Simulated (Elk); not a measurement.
# VN2: which magnetic order is lowest, part 2 of 2

Wanted: the moments of VN2 and the energy of each order that was tried.

Elk 11.2.3 (patched build); LDA (Perdew-Wang) with U = 2.82 eV, J = 0.90 eV on V d (around mean field); all-electron APW+lo, Dirac cores, scalar-relativistic bands.

So far. Step 2 (Run 1 (ferro ++)): After 55 cycles the seed has died away: no moment is left.

## Step 3: Run 2 (antiferro +-)

Reversing part of the moments tests the sign of the couplings between them.

Contents of elk.in:

```
tasks
  0

xctype
  3

rgkmax
  7.0

nempty
  12

swidth
  0.005

reducebf
  0.6

epsengy
  1e-05

maxscl
  100

lmaxi
  3

spinpol
  .true.

sppath
  './'

avec
  -4.06432846254 4.06432846254 4.70796918059
  4.06432846254 -4.06432846254 4.70796918059
  4.06432846254 4.06432846254 -4.70796918059

atoms
  2
  'V.in'
  2
  0.2500000000 0.2500000000 0.0000000000   0.000000 0.000000 -0.200000
  0.7500000000 0.7500000000 0.0000000000   0.000000 0.000000 0.200000
  'N.in'
  4
  0.1151000000 0.6151000000 0.7302000000   0.000000 0.000000 0.000000
  0.6151000000 0.8849000000 0.5000000000   0.000000 0.000000 0.000000
  0.8849000000 0.3849000000 0.2698000000   0.000000 0.000000 0.000000
  0.3849000000 0.1151000000 0.5000000000   0.000000 0.000000 0.000000

ngridk
  6 6 6

dft+u
  2 1
  1 2 0.103633 0.033074
```

Command:

```console
$ OMP_NUM_THREADS=2 elk
```

Numbers of over 12 decimals in the logs are rounded to 6 here.

The program printed:

```text
Warning(linengy): could not find 1 linearisation energies in s.c. loop 1
Warning(linengy): could not find 1 linearisation energies in s.c. loop 2
Warning(linengy): could not find 1 linearisation energies in s.c. loop 3
Warning(linengy): could not find 1 linearisation energies in s.c. loop 4
Warning(linengy): could not find 1 linearisation energies in s.c. loop 5
Warning(linengy): could not find 1 linearisation energies in s.c. loop 6
Warning(linengy): could not find 1 linearisation energies in s.c. loop 7
Warning(linengy): could not find 1 linearisation energies in s.c. loop 8
Warning(linengy): could not find 1 linearisation energies in s.c. loop 9
Warning(linengy): could not find 1 linearisation energies in s.c. loop 10
Warning(linengy): could not find 1 linearisation energies in s.c. loop 11
Warning(linengy): could not find 1 linearisation energies in s.c. loop 12
Warning(linengy): could not find 1 linearisation energies in s.c. loop 13
Warning(linengy): could not find 1 linearisation energies in s.c. loop 14
Warning(linengy): could not find 1 linearisation energies in s.c. loop 15
Warning(linengy): could not find 1 linearisation energies in s.c. loop 16
Warning(linengy): could not find 1 linearisation energies in s.c. loop 17
Warning(linengy): could not find 1 linearisation energies in s.c. loop 18
Warning(linengy): could not find 1 linearisation energies in s.c. loop 19
Warning(linengy): could not find 1 linearisation energies in s.c. loop 20
Warning(linengy): could not find 1 linearisation energies in s.c. loop 21
Warning(linengy): could not find 1 linearisation energies in s.c. loop 22
Warning(linengy): could not find 1 linearisation energies in s.c. loop 23
Warning(linengy): could not find 1 linearisation energies in s.c. loop 24
Warning(linengy): could not find 1 linearisation energies in s.c. loop 25
Warning(linengy): could not find 1 linearisation energies in s.c. loop 26
Warning(linengy): could not find 1 linearisation energies in s.c. loop 27
Warning(linengy): could not find 1 linearisation energies in s.c. loop 28
Warning(linengy): could not find 1 linearisation energies in s.c. loop 29
Warning(linengy): could not find 1 linearisation energies in s.c. loop 30
Warning(linengy): could not find 1 linearisation energies in s.c. loop 31
Warning(linengy): could not find 1 linearisation energies in s.c. loop 32
Warning(gndstate): forces or DFT+U at lmaxo under 8 : 6
  [figures from our tests cut]: type lmaxo 8 and lmaxapw 10

--- INFO.OUT ---
┌─────────────────────────┐
│ Elk code version 11.2.3 │
└─────────────────────────┘

All units are atomic (Hartree, Bohr, etc.)

┌─────────────────────────────────────────────────┐
│ Ground-state run starting from atomic densities │
└─────────────────────────────────────────────────┘

Lattice vectors :
  -4.064328463       4.064328463       4.707969181
   4.064328463      -4.064328463       4.707969181
   4.064328463       4.064328463      -4.707969181

Species : 1 (V)
 parameters loaded from : V.in
 name : vanadium
 nuclear charge    :   -23.00000000
 electronic charge :    23.00000000
 atomic mass :    92860.67382
 muffin-tin radius :    2.328984590
 number of radial points in muffin-tin :    497
 inner part over the whole radius :   0.9700232664E-02
 number on inner part of muffin-tin    :    349
 approximate nuclear radius :   0.6897515165E-04
 number of mesh points to nuclear radius :    164
 atomic positions (lattice), magnetic fields (Cartesian) :
  1 :   0.25000000  0.25000000  0.00000000    0.00000000  0.00000000 -0.20000000
  2 :  -0.25000000 -0.25000000  0.00000000    0.00000000  0.00000000  0.20000000

Species : 2 (N)
 parameters loaded from : N.in
 name : nitrogen
 nuclear charge    :   -7.000000000
 electronic charge :    7.000000000
 atomic mass :    25532.65216
 muffin-tin radius :    1.298150105
 number of radial points in muffin-tin :    297
 inner part over the whole radius :   0.9975900864E-02
 number on inner part of muffin-tin    :    202
 approximate nuclear radius :   0.4939692610E-04
 number of mesh points to nuclear radius :     87
 atomic positions (lattice), magnetic fields (Cartesian) :
  1 :   0.11510000 -0.38490000 -0.26980000    0.00000000  0.00000000  0.00000000
  2 :  -0.38490000 -0.11510000  0.50000000    0.00000000  0.00000000  0.00000000
  3 :  -0.11510000  0.38490000  0.26980000    0.00000000  0.00000000  0.00000000
  4 :   0.38490000  0.11510000  0.50000000    0.00000000  0.00000000  0.00000000

Total number of atoms per unit cell :    6
Total muffin-tin volume :    142.4865183
 ratio of muffin-tin to unit cell volume :   0.4580391232

Spin treatment :
 spin-polarised
 global magnetic field (Cartesian) :    0.000000000       0.000000000       0.000000000
 collinear magnetisation in z-direction

Number of Bravais lattice symmetries :   16
Number of crystal symmetries         :   16
Crystal has inversion symmetry
Real symmetric eigensolver will be used

k-point grid :      6     6     6
k-point offset :    0.000000000       0.000000000       0.000000000
k-point set is reduced with full crystal symmetry group
Total number of k-points :       30

Muffin-tin radius times maximum |G+k| :    7.000000000
 using average radius
Maximum |G+k| for APW functions       :    4.263712830
Maximum (1/2)|G+k|²                   :    9.089623550
[...]
Radial integration step length :    1

G-vector grid sizes :     30    30    30
Number of G-vectors :     9053

Maximum angular momentum used for
 APW functions            :    8
 outer part of muffin-tin :    6
 inner part of muffin-tin :    3

Number of empty states         :     72
Total number of valence states :    192
Total number of core states    :     28

Third-order local-orbitals added for an l without core states : T
Total number of local-orbitals :     68

Exchange-correlation functional :      3     0     0
 Perdew-Wang/Ceperley-Alder, Phys. Rev. B 45, 13244 (1992)
 gradient requirement :    0
 local density approximation (LDA)

DFT+U calculation
 around mean field (AMF)
 see Phys. Rev. B 49, 14211 (1994)
 species : 1 (V), l = 2, U =   0.10363300, J =   0.03307400

Smearing type :    3
 Fermi-Dirac
Smearing width :   0.5000000000E-02
Effective electronic temperature (K) :    1578.875124

Mixing type :    3
 Broyden mixing, J. Phys. A: Math. Gen. 17, L317 (1984)

Kohn-Sham potential initialised from atomic data

┌──────────────────────────────┐
│ Self-consistent loop started │
└──────────────────────────────┘

┌─────────────────┐
│ Loop number : 1 │
└─────────────────┘

Energies :
 Fermi                       :     0.365183
 sum of occupied eigenvalues :     -1211.2006479955
 electron kinetic            :      2122.2943232614
 core electron kinetic       :      1919.6155974610
 Coulomb                     :     -4123.6669030835
 Coulomb potential           :     -3192.1904708621
 nuclear-nuclear             :     -417.97212070251
 electron-nuclear            :     -4231.8604918372
 Hartree                     :      526.16570945621
 Madelung                    :     -2527.5716676525
 xc potential                :     -141.25073662595
 xc effective B-field        :    -0.20754205495657E-01
 external B-field            :      0.000000
 exchange                    :     -106.95850112214
 correlation                 :     -5.740921
 DFT+U                       :     0.59511499029045E-02
 electron entropic           :    -0.28894122012728E-02
 total energy                :     -2114.0689405907
 (external B-field energy excluded from total)

Density of states at Fermi energy :    31.79912015
 (states/Hartree/unit cell)

Estimated indirect band gap :   0.2157816641E-02
 from k-point 23 to k-point 30
Estimated direct band gap   :   0.6315292974E-02
 at k-point 30

Charges :
 core                        :    28.00000000
 valence                     :    46.00000000
 interstitial                :    11.11693444
 muffin-tins (core leakage)
  species : 1 (V)
   atom 1                    :    20.89308945     ( -0.3529808582E-05)
   atom 2                    :    20.89308945     ( -0.3529808582E-05)
  species : 2 (N)
   atom 1                    :    5.274221664     (  0.3378269473E-04)
   atom 2                    :    5.274221664     (  0.3378269473E-04)
   atom 3                    :    5.274221664     (  0.3378269473E-04)
   atom 4                    :    5.274221664     (  0.3378269473E-04)
 total in muffin-tins        :    62.88306556
 total calculated charge     :    73.99889032
 total charge                :    74.00000000
 error                       :   0.1109683158E-02

Moments :
 interstitial                :   0.1200256821E-16
 muffin-tins
  species : 1 (V)
   atom 1                    :   0.6840150087
   atom 2                    :  -0.6840150087
  species : 2 (N)
   atom 1                    :   0.5461194436E-20
   atom 2                    :   0.5461194436E-20
   atom 3                    :  -0.5461194436E-20
   atom 4                    :   0.5461194436E-20
 total in muffin-tins        :   0.1092238887E-19
 total moment                :   0.1201349060E-16

[... earlier loops left out ...]

┌──────────────────┐
│ Loop number : 32 │
└──────────────────┘

Energies :
 Fermi                       :     0.457904
 sum of occupied eigenvalues :     -1204.5954907744
 electron kinetic            :      2129.7901315920
 core electron kinetic       :      1919.8526049942
 Coulomb                     :     -4129.3344724511
 Coulomb potential           :     -3185.0577066308
 nuclear-nuclear             :     -417.97212070251
 electron-nuclear            :     -4250.6244845305
 Hartree                     :      539.26213278182
 Madelung                    :     -2536.8056191357
 xc potential                :     -149.31838715291
 xc effective B-field        :    -0.95287642447380E-02
 external B-field            :      0.000000
 exchange                    :     -107.22378345952
 correlation                 :     -5.746236
 DFT+U                       :     0.87590362696860E-02
 electron entropic           :    -0.35147729596351E-02
 total energy                :     -2112.5091156606
 (external B-field energy excluded from total)

Density of states at Fermi energy :    40.06582581
 (states/Hartree/unit cell)

Estimated indirect band gap :   0.8955646702E-03
 from k-point 29 to k-point 23
Estimated direct band gap   :   0.2225172345E-02
 at k-point 29

Charges :
 core                        :    28.00000000
 valence                     :    46.00000000
 interstitial                :    10.89020381
 muffin-tins (core leakage)
  species : 1 (V)
   atom 1                    :    21.73135070     ( -0.3529822139E-05)
   atom 2                    :    21.73135070     ( -0.3529822139E-05)
  species : 2 (N)
   atom 1                    :    4.911773697     (  0.3353159099E-04)
   atom 2                    :    4.911773697     (  0.3353159099E-04)
   atom 3                    :    4.911773697     (  0.3353159099E-04)
   atom 4                    :    4.911773697     (  0.3353159099E-04)
 total in muffin-tins        :    63.10979619
 total calculated charge     :    73.99915830
 total charge                :    74.00000000
 error                       :   0.8417017955E-03

Moments :
 interstitial                :   0.4739500865E-17
 muffin-tins
  species : 1 (V)
   atom 1                    :   0.3794079606
   atom 2                    :  -0.3794079606
  species : 2 (N)
   atom 1                    :   0.1987932685E-20
   atom 2                    :   0.1987932685E-20
   atom 3                    :  -0.1987932685E-20
   atom 4                    :   0.1987932685E-20
 total in muffin-tins        :   0.3975865371E-20
 total moment                :   0.4743476730E-17

┌──────────────────────────────┐
│ Self-consistent loop stopped │
└──────────────────────────────┘

Warning : forces or DFT+U at lmaxo under 8 : 6

Wrote STATE.OUT
```

It took 7.7 min on 2 threads of Arm Neoverse V1, shared host; peak memory 0.17 GiB.

Spin moment in the muffin-tin sphere by atom:

| atom | spin moment in the muffin-tin sphere (μB) |
| --- | --- |
| V1 | 0.379 |
| V2 | -0.379 |
| N3 | 0.000 |
| N4 | 0.000 |
| N5 | 0.000 |
| N6 | 0.000 |

Numbers from this step:

* density of states at the Fermi level: 1.472 states/eV/cell
* moment between the spheres: 0 μB
* magnetization: 0 μB
* final state: antiferromagnetic

It lies 11.4 meV a seeded atom under the first start, and its largest moment is 0.379 μB against 2.4e-4 μB.

## Step 4: Run 3 (no spin polarisation)

This run holds no moments, which gives a state to set the others against.

Edit elk.in of step 3 so:

```diff
@@ -15,5 +15,2 @@
 
-reducebf
-  0.6
-
 epsengy
@@ -26,5 +23,2 @@
   3
-
-spinpol
-  .true.
 
@@ -42,4 +36,4 @@
   2
-  0.2500000000 0.2500000000 0.0000000000   0.000000 0.000000 -0.200000
-  0.7500000000 0.7500000000 0.0000000000   0.000000 0.000000 0.200000
+  0.2500000000 0.2500000000 0.0000000000   0.000000 0.000000 0.000000
+  0.7500000000 0.7500000000 0.0000000000   0.000000 0.000000 0.000000
   'N.in'
```

Command:

```console
$ OMP_NUM_THREADS=2 elk
```

The program printed:

```text
Warning(linengy): could not find 1 linearisation energies in s.c. loop 1
Warning(linengy): could not find 1 linearisation energies in s.c. loop 2
Warning(linengy): could not find 1 linearisation energies in s.c. loop 3
Warning(linengy): could not find 1 linearisation energies in s.c. loop 4
Warning(linengy): could not find 1 linearisation energies in s.c. loop 5
Warning(linengy): could not find 1 linearisation energies in s.c. loop 6
Warning(linengy): could not find 1 linearisation energies in s.c. loop 7
[...]
species : 2 (N)
   atom 1                    :    4.910778616     (  0.3352704166E-04)
   atom 2                    :    4.910778616     (  0.3352704166E-04)
   atom 3                    :    4.910778616     (  0.3352704166E-04)
   atom 4                    :    4.910778616     (  0.3352704166E-04)
 total in muffin-tins        :    63.10788004
 total calculated charge     :    73.99916868
 total charge                :    74.00000000
 error                       :   0.8313225609E-03

┌──────────────────────────────┐
│ Self-consistent loop stopped │
└──────────────────────────────┘

Warning : forces or DFT+U at lmaxo under 8 : 6

Wrote STATE.OUT

[key lines of the parts left out:]
total energy                :     -2112.5082800050
```

It took 98 s on 2 threads; peak memory 0.15 GiB; 3.2 min of CPU time.

Numbers from this step:

* density of states at the Fermi level: 2.165 states/eV/cell
* final state: non-magnetic (no spin polarisation)

It ends in the same state without moments as the first start; the 0.014 meV between them is numerical noise.

## Step 5: A faulty input

A slip in the input shows what the program catches and what it lets pass.

Contents of elk.in:

```
tasks
  0

xctype
  3

rgkmax
  7.0

nempty
  12

swidth
  0.005

reducebf
  0.6

epsengy
  1e-05

maxscl
  60

lmaxi
  3

spinpol
  .true.

ecutwfc
  40.0

sppath
  './'

avec
  -4.06432846254 4.06432846254 4.70796918059
  4.06432846254 -4.06432846254 4.70796918059
  4.06432846254 4.06432846254 -4.70796918059

atoms
  2
  'V.in'
  2
  0.2500000000 0.2500000000 0.0000000000   0.000000 0.000000 -0.200000
  0.7500000000 0.7500000000 0.0000000000   0.000000 0.000000 -0.200000
  'N.in'
  4
  0.1151000000 0.6151000000 0.7302000000   0.000000 0.000000 0.000000
  0.6151000000 0.8849000000 0.5000000000   0.000000 0.000000 0.000000
  0.8849000000 0.3849000000 0.2698000000   0.000000 0.000000 0.000000
  0.3849000000 0.1151000000 0.5000000000   0.000000 0.000000 0.000000

ngridk
  6 6 6

dft+u
  2 1
  1 2 0.103633 0.033074
```

Command:

```console
$ OMP_NUM_THREADS=2 elk
```

The program printed:

```text
┌─────────────────────────────────┐
│ Elk code version 11.2.3 started │
└─────────────────────────────────┘

Error(readinput): invalid block name : ecutwfc
```

Elapsed: 0.02 s, on 2 threads; peak memory 0.05 GiB.

The input was rejected at the start.

The program's message: “Error(readinput): invalid block name : ecutwfc”

The fault put into the input: a block that Elk doesn't know.

The block belongs to another program's input and has no meaning here.

## Step 6: The states side by side

These are free energies at a smearing of 0.136 eV, so its entropy term is in the differences. They are divided by the number of seeded atoms, so that cells of unlike size compare.

Orders:

| start | final state | typed order kept | energy over the lowest (meV a seeded atom) | largest sphere moment (μB) | net moment (μB a primitive cell) | DOS at the Fermi level (states/eV a primitive cell) | mesh matched | CPU time (s) |
| --- | --- | --- | --- | --- | --- | --- | --- | --- |
| ferro ++ | non-magnetic | no | 11.38 | 2.40e-4 | 5.06e-4 | 2.165 | yes | 1530 |
| antiferro +- | antiferromagnetic | yes | 0 | 0.3794 | 0 | 1.472 | yes | 915.9 |
| no spin polarisation | non-magnetic | - | 11.37 | 0 | 0 | 2.165 | yes | 194.5 |

## Step 7: What came out

| Property | Result |
| --- | --- |
| lowest state found | antiferromagnetic (typed antiferro +-) |
| largest site moment | 0.379 μB |
| next state | non-magnetic, 11.4 meV a seeded atom higher |
| run without spin seeds, over the lowest | 11.4 meV a seeded atom |

In words: The lowest state found is antiferromagnetic, reached from the start antiferro +-, with moments up to 0.379 μB. Spin polarisation gains little. 1 start left the typed pattern (a sign turned or a seeded moment died), so such an energy belongs to the state reached, not the one typed. Only 3 starts are shown; other collinear patterns, canted and longer-period orders are not. A linearisation energy was not found in some loops, which can move the energies. Under a U a part-filled d shell can order its orbitals; no such lower state was searched for, and the cell's symmetry can forbid it.

[Logs and program files are shortened in this print: banners, set-up blocks, solver, clock and traceback lines can be left out without a mark of their own.]

[Logs are printed without paths, hosts, clocks, repeated set-up lines and the standing remarks that a program may print on its own settings, such as how far it seeks lower states.]

[Hosts, paths, dates, database ids (printed as entryN), source tags and the programs' standing remarks are cut or masked in the printed files.]

[Where a cell is said to come from a database of computed structures, the database is the Materials Project.]
